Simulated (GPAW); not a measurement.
Consider CrB (Cmcm).

```xyz
4
Lattice="1.4845 -3.9290 0.0000 1.4845 3.9290 0.0000 0.0000 0.0000 2.9320" Properties=species:S:1:pos:R:3 pbc="T T T"
Cr    1.4845    2.7935    0.7330
Cr    1.4845   -2.7935    2.1990
B     1.4845    0.5108    0.7330
B     1.4845   -0.5108    2.1990
```

Absorber: atom 3, with 2 B at 1.79 Å, 4 Cr at 2.18 Å, 2 Cr at 2.22 Å and 1 Cr at 2.28 Å (9-fold, site symmetry m2m). Method: GPAW, LDA, excited-electron core hole (neutral cell), 16-atom cell with 5.1 Å between holes, 4×4×4 k points, dipole transitions, Gaussian full width 0.9 eV up to 4 eV, rising linearly to 3.5 eV at 25 eV.

Predict the near-edge structure at the B K edge.

Main maxima up to 24 eV above the zero (height): 3.5 eV (1.62), 7.5 eV (1.52), 9.4 eV (1.28) and 16.7 eV (0.80). A K edge sees empty p states on the absorber. The total-energy difference is 185.17 eV. The functional leaves an error in such absolute values: in the free atom LDA prices this hole 2.2 eV below PBE (computed apart), and PBE is itself good to a few eV.

The B K spectrum (energy from the lowest empty level; intensity scaled to a mean of 1 over the first 20 eV; polarised curves are means over the symmetry-equivalent atoms):

```csv
E (eV),isotropic,ε ∥ x,ε ∥ y,ε ∥ z
-2.0,0.00,0.00,0.00,0.00
-1.0,0.00,0.00,0.00,0.00
0.0,0.28,0.35,0.22,0.26
1.0,0.88,0.66,0.78,1.21
2.0,1.02,0.70,1.18,1.19
3.0,1.50,1.71,1.80,1.01
4.0,1.51,2.44,1.79,0.31
5.0,1.21,2.84,0.67,0.12
6.0,0.81,1.46,0.51,0.45
7.0,1.32,0.38,1.19,2.38
8.0,1.37,0.18,1.82,2.09
9.0,1.26,0.27,1.78,1.73
10.0,1.23,0.42,1.68,1.59
11.0,1.14,0.79,1.16,1.48
12.0,0.93,0.92,0.67,1.21
13.0,0.83,0.93,0.56,1.00
14.0,0.81,0.89,0.62,0.93
15.0,0.71,0.82,0.62,0.71
16.0,0.76,0.94,0.71,0.62
17.0,0.79,0.97,0.73,0.68
18.0,0.70,0.84,0.59,0.67
19.0,0.63,0.76,0.48,0.65
20.0,0.58,0.62,0.44,0.66
21.0,0.48,0.40,0.44,0.58
22.0,0.38,0.26,0.45,0.44
23.0,0.37,0.26,0.48,0.35
24.0,0.40,0.36,0.52,0.32
25.0,0.44,0.45,0.56,0.32
26.0,0.48,0.51,0.60,0.34
27.0,0.53,0.55,0.63,0.40
```

The hole lies in one spin channel, while the script sums the empty states of both and takes the lower zero; where the two channels are split, this blurs and shifts the curve. The starting moments shrank to 0.00 μB or less, so this is hardly a magnetic state. The holes are only 5.1 Å apart, so the shape is probably not converged with cell size; no larger cell was run here. The mesh is coarse (0.33 Å⁻¹ between points), so small maxima may be mesh ripples. The structure is a published determination, not relaxed.

[Banner, clock and machine lines of the logs are left out without a mark of their own.]

[Logs are printed without paths, hosts, clocks, repeated set-up lines and the standing remarks that a program may print on its own settings, such as how far it seeks lower states.]

[Hosts, paths, dates, database ids (printed as entryN), source tags and the programs' standing remarks are cut or masked in the printed files.]

[Lists of maxima count a maximum above −3 eV only where it reaches 4 % of the highest in the window and stands out from its surroundings by 2 % of it (1.5 % where it reaches 55 %); shoulders and weaker maxima are passed over, and of the rest the first, up to two pre-edge ones and the few strongest are named.]
